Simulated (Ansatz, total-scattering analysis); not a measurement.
**hydrogen peroxide: run and scatter**

Aim: the structure of hydrogen peroxide at 310 K, and the X-ray and neutron patterns it would give.

Method: ab initio molecular dynamics with Ansatz (revPBE-D3(BJ), plane waves, PAW default files, Langevin thermostat, no spin, fixed volume, H with the mass of D). Composition: 22 H2O2; O 50.0, H 50.0 atom %; 88 atoms. The average runs over 0.78 ps of 88 atoms, so shells between rare elements are rough. Mean temperature 312 K, largest m.s.d. 0.69 Å², energy drift -1 meV an atom (last third less first, no steady trend), Langevin friction 10 ps⁻¹; the first quarter of the run is discarded. Start: last frame of a classical run of this cell at the same density and temperature. So short a stretch relaxes bonds and nearest shells but still remembers its start.

## The run

The step of 1 fs has to resolve the fastest vibration, that of H (given the mass of D, which leaves classical structure unchanged and allows a longer step). The volume is fixed, since the run is too short for a cell to find its own; the mean pressure then hints how far the functional is from its own density, with errors up to a few GPa from cell size, k-points and loose SCF steps (the program warns of the last). One k-point, Γ, is the usual economy for a cell of this size. Smeared occupations keep the forces smooth should levels come near the Fermi energy. A dispersion term is added because semilocal functionals bind large anions and molecules too weakly, which shows as excess pressure at a given density. A Langevin thermostat samples the right structure once equilibrated, but its friction lowers diffusion.

The input, input.yaml:

```yaml
crystal:
  lattice:
    - [9.5204, 0.0, 0.0]
    - [0.0, 9.5204, 0.0]
    - [0.0, 0.0, 9.5204]
  atoms:
    - { symbol: O, position: [0.1743, 0.8998, 0.2241] }
    - { symbol: O, position: [0.0258, 0.9298, 0.2124] }
    - { symbol: H, position: [0.1893, 0.8624, 0.1264] }
    - { symbol: H, position: [0.9958, 0.8377, 0.2136] }
[... 82 atom lines left out ...]
    - { symbol: H, position: [0.2767, 0.8959, 0.6833] }
    - { symbol: H, position: [0.4223, 0.7526, 0.6421] }
kpoints:
  mp_grid: { grid: [1, 1, 1] }
scf:
  occupations: { method: fermi_dirac, width: 0.0267 }
hamiltonian:
  xc: revpbe
  pseudopotentials: { kind: paw }
  dispersion: d3bj
output:
  forces: true
  stress: true
md:
  timestep: 1.0
  n_steps: 1034
  ensemble: nvt_langevin
  temperature: 310.0
  initial_velocities: maxwell_boltzmann
  seed: 7
  masses: [{ species: H, mass: 2.014 }]
```

```console
$ ansatz run input.yaml --threads 4 --pin off --max-ram 10240MiB --backend cpu --events-out ev --progress --plain --runs-dir out
```

```text
Warning: md: disabling space-group detection — thermal motion breaks the input geometry's symmetry, so no spatial operation reduces the k-mesh or symmetrises the density; time reversal is kept, so that k and −k are [...]
Warning: output.stress: scf.convergence.dr2_threshold = 8.8e-8 eV (the default of an md: trajectory) is looser than the 8.8e-9 eV advised for a printed stress (1e-10 eV for each atom of the cell: 88). What an SCF [...]
Warning: RAYON_NUM_THREADS=4 ignored (pool sized by the plan → 4); use --threads N
Engine: ansatz 0.2.0, aarch64-unknown-linux-gnu
Pseudopotential: O, paw, valence charge 6, recommended cutoff 420 eV (normal), O.paw.azcp
Pseudopotential: H, paw, valence charge 1, recommended cutoff 420 eV (normal), H.paw.azcp
Functional definition: revPBE
Crystal: 88 atoms, lattice volume = 862.910 Å³
Basis set: ecut = 420 eV, 16879 PW (Γ), exchange–correlation on 128×128×128 points (8 copies of the dense FFT grid, shifted against one another)
Bands: 242, of which v1, the nominal top of the filled ones, is band 154 counted from 1 (153 counted from 0)
k-points: 1
[... other set-up lines, SCF lines and steps between those shown are left out ...]
md step     0: t =     0.00 fs  T =   306.5 K  F+E_penalty+E_count = -25660.09182135 eV  E_kin = 3.486142 eV  P_inst = 3.5429 GPa  (11 SCF iters)
md step     1: t =     1.00 fs  T =   309.3 K  F+E_penalty+E_count = -25660.09262293 eV  E_kin = 3.518725 eV  P_inst = 3.3079 GPa  (9 SCF iters, 3 dispersion substeps)
md step    41: t =    41.00 fs  T =   444.7 K  F+E_penalty+E_count = -25662.17650775 eV  E_kin = 5.058459 eV  P_inst = 2.1487 GPa  (7 SCF iters, 3 dispersion substeps)
md step    82: t =    82.00 fs  T =   347.8 K  F+E_penalty+E_count = -25662.25127060 eV  E_kin = 3.955696 eV  P_inst = 1.3751 GPa  (7 SCF iters, 3 dispersion substeps)
md step   123: t =   123.00 fs  T =   343.2 K  F+E_penalty+E_count = -25663.43208797 eV  E_kin = 3.904082 eV  P_inst = 0.8591 GPa  (8 SCF iters, 3 dispersion substeps)
md step   164: t =   164.00 fs  T =   353.5 K  F+E_penalty+E_count = -25663.75381907 eV  E_kin = 4.020862 eV  P_inst = 0.7161 GPa  (8 SCF iters, 3 dispersion substeps)
md step   205: t =   205.00 fs  T =   353.9 K  F+E_penalty+E_count = -25664.12848999 eV  E_kin = 4.025409 eV  P_inst = 1.0373 GPa  (8 SCF iters, 3 dispersion substeps)
md step   246: t =   246.00 fs  T =   274.7 K  F+E_penalty+E_count = -25664.02279298 eV  E_kin = 3.124859 eV  P_inst = 0.6110 GPa  (7 SCF iters, 3 dispersion substeps)
md step   287: t =   287.00 fs  T =   299.2 K  F+E_penalty+E_count = -25664.26229539 eV  E_kin = 3.402984 eV  P_inst = 0.8978 GPa  (8 SCF iters, 3 dispersion substeps)
md step   328: t =   328.00 fs  T =   295.2 K  F+E_penalty+E_count = -25664.67857026 eV  E_kin = 3.358002 eV  P_inst = 1.4249 GPa  (8 SCF iters, 3 dispersion substeps)
md step   369: t =   369.00 fs  T =   295.4 K  F+E_penalty+E_count = -25664.12691079 eV  E_kin = 3.359803 eV  P_inst = 1.9098 GPa  (7 SCF iters, 3 dispersion substeps)
md step   410: t =   410.00 fs  T =   339.6 K  F+E_penalty+E_count = -25665.05742033 eV  E_kin = 3.862940 eV  P_inst = 1.1588 GPa  (9 SCF iters, 3 dispersion substeps)
md step   451: t =   451.00 fs  T =   299.8 K  F+E_penalty+E_count = -25664.55491638 eV  E_kin = 3.409839 eV  P_inst = 0.8084 GPa  (7 SCF iters, 3 dispersion substeps)
md step   492: t =   492.00 fs  T =   321.7 K  F+E_penalty+E_count = -25664.88097368 eV  E_kin = 3.659739 eV  P_inst = 1.4103 GPa  (7 SCF iters, 3 dispersion substeps)
md step   533: t =   533.00 fs  T =   294.7 K  F+E_penalty+E_count = -25664.79082862 eV  E_kin = 3.352482 eV  P_inst = 1.4618 GPa  (8 SCF iters, 3 dispersion substeps)
md step   574: t =   574.00 fs  T =   315.9 K  F+E_penalty+E_count = -25664.66166779 eV  E_kin = 3.592965 eV  P_inst = 1.2867 GPa  (8 SCF iters, 3 dispersion substeps)
md step   615: t =   615.00 fs  T =   355.5 K  F+E_penalty+E_count = -25665.21639193 eV  E_kin = 4.043437 eV  P_inst = 1.9192 GPa  (7 SCF iters, 3 dispersion substeps)
md step   656: t =   656.00 fs  T =   314.7 K  F+E_penalty+E_count = -25664.82254099 eV  E_kin = 3.579309 eV  P_inst = 1.4823 GPa  (8 SCF iters, 3 dispersion substeps)
md step   697: t =   697.00 fs  T =   279.5 K  F+E_penalty+E_count = -25664.68160575 eV  E_kin = 3.179641 eV  P_inst = 0.3288 GPa  (8 SCF iters, 3 dispersion substeps)
md step   738: t =   738.00 fs  T =   321.0 K  F+E_penalty+E_count = -25664.74698459 eV  E_kin = 3.650907 eV  P_inst = 1.0049 GPa  (8 SCF iters, 3 dispersion substeps)
md step   779: t =   779.00 fs  T =   288.6 K  F+E_penalty+E_count = -25664.49590780 eV  E_kin = 3.282939 eV  P_inst = 0.9259 GPa  (8 SCF iters, 3 dispersion substeps)
md step   820: t =   820.00 fs  T =   296.3 K  F+E_penalty+E_count = -25664.52570352 eV  E_kin = 3.370871 eV  P_inst = 0.7604 GPa  (9 SCF iters, 3 dispersion substeps)
md step   861: t =   861.00 fs  T =   347.3 K  F+E_penalty+E_count = -25664.87845671 eV  E_kin = 3.950456 eV  P_inst = 0.4709 GPa  (7 SCF iters, 3 dispersion substeps)
md step   902: t =   902.00 fs  T =   299.7 K  F+E_penalty+E_count = -25664.55116500 eV  E_kin = 3.409514 eV  P_inst = 0.1848 GPa  (7 SCF iters, 3 dispersion substeps)
md step   943: t =   943.00 fs  T =   318.8 K  F+E_penalty+E_count = -25664.30624546 eV  E_kin = 3.625816 eV  P_inst = 0.1450 GPa  (7 SCF iters, 3 dispersion substeps)
md step   984: t =   984.00 fs  T =   335.9 K  F+E_penalty+E_count = -25664.79464822 eV  E_kin = 3.821091 eV  P_inst = 0.3590 GPa  (8 SCF iters, 3 dispersion substeps)
md step  1025: t =  1025.00 fs  T =   296.8 K  F+E_penalty+E_count = -25664.81805405 eV  E_kin = 3.375856 eV  P_inst = 0.3904 GPa  (8 SCF iters, 3 dispersion substeps)
[... last step's energies and forces left out ...]
--- MD trajectory: 1034 steps, t = 0.0 → 1034.0 fs ---
  final state: T = 276.6 K   F+E_penalty+E_count = -25664.67580819 eV   E_kin = 3.146320 eV
```

Run time: 69 min on 4 threads of Arm Neoverse V1, with other jobs on the host, peak memory 0.93 GiB.

## Analysis

S(Q) is the Faber–Ziman total, Σ ci cj fi fj (Sij − 1)/⟨f⟩² + 1. Below 4 Å⁻¹ the partials are summed on the cell's own reciprocal vectors (from 0.66 Å⁻¹) and folded with a Gaussian of σ = 0.14 Å⁻¹; above it they are transforms of g(r) out to 6.5 Å, tapered over the last 40 %. The fold lowers sharp peaks, and with so few vectors their positions are good to about 0.1 Å⁻¹. X-rays take neutral-atom form factors, neutrons coherent lengths (O 5.8037, H 6.6681 fm). Hydrogen is taken as deuterium. G(r) = 4πrρ₀[g(r) − 1] carries the resolution of a Lorch-windowed transform up to 20 Å⁻¹. The patterns are simulated, not measured. The cell is small: beyond half the box only the part of each shell inside it is counted, and low-Q values rest on few vectors. It is averaged over 130 frames.

```csv
T (K),state,density (g/cm³),first clear X-ray maximum (Å⁻¹),its height (X-ray),first clear neutron maximum (Å⁻¹),its height (neutron),held,"D over the elements, rough (10⁻⁹ m²/s)"
310,slow,1.440,2.00,2.18,1.96,1.75,"volume, 1.0 GPa mean",-
```

X-ray S(Q):

```
Q (Å⁻¹)  310 K
    0.8  -0.48
    1.1  -0.39
    1.4  -0.12
    1.7   0.64
    2.0   2.18
    2.3   1.75
    2.6   1.18
    2.9   0.58
    3.2   0.37
    3.5   0.38
    3.8   0.65
    4.1   0.89
    4.4   1.16
    4.7   1.33
    5.0   1.31
    5.3   1.19
    5.6   1.08
    5.9   1.02
    6.2   0.99
    6.5   0.97
    6.8   0.94
    7.1   0.93
    7.4   0.90
    7.7   0.88
    8.0   0.87
    8.3   0.90
    8.6   0.98
    8.9   1.07
```

At 310 K the maxima of S(Q), Q in Å⁻¹ (height), are X-ray: 2.00 (2.18), 4.82 (1.34), 9.46 (1.16), 13.94 (1.10); neutron: 1.96 (1.75), 7.57 (1.15), 13.97 (1.11), 20.55 (1.04). Its shells:

```csv
pair,first peak (Å),g there,first minimum (Å),g there,neighbours,kind,X-ray weight (f = Z),neutron weight
O–H,0.99,18.7,1.26,0.00,"1.0 H per O, 1.0 O per H",within molecules,0.20,0.50
O–O,1.47,6.5,1.88,0.00,1.0,within molecules,0.79,0.22
H–H,2.42,1.9,3.46,0.99,8.1,28 % within molecules at the peak,0.01,0.29
```

The tapered transform alone would put 1.98 at the X-ray maximum of 2.00 Å⁻¹, where the reciprocal vectors give 2.18: a cut in r lowers sharp peaks, which is why the direct sum is used there.

**Reading.** Distances within molecules give the sharpest pair functions, and with hydrogen they rule the neutron S(Q) at high Q: O–H 0.99 Å and O–O 1.47 Å (first peaks only). On the last frame 93 % of the H on O, N or F point at an acceptor of another molecule or at an anion within hydrogen-bond range (2.35 Å to O, N, F; 2.85 Å to Cl, Br, I).

[Logs are printed without paths, hosts, clocks, repeated set-up lines and the standing remarks that a program may print on its own settings, such as how far it seeks lower states.]
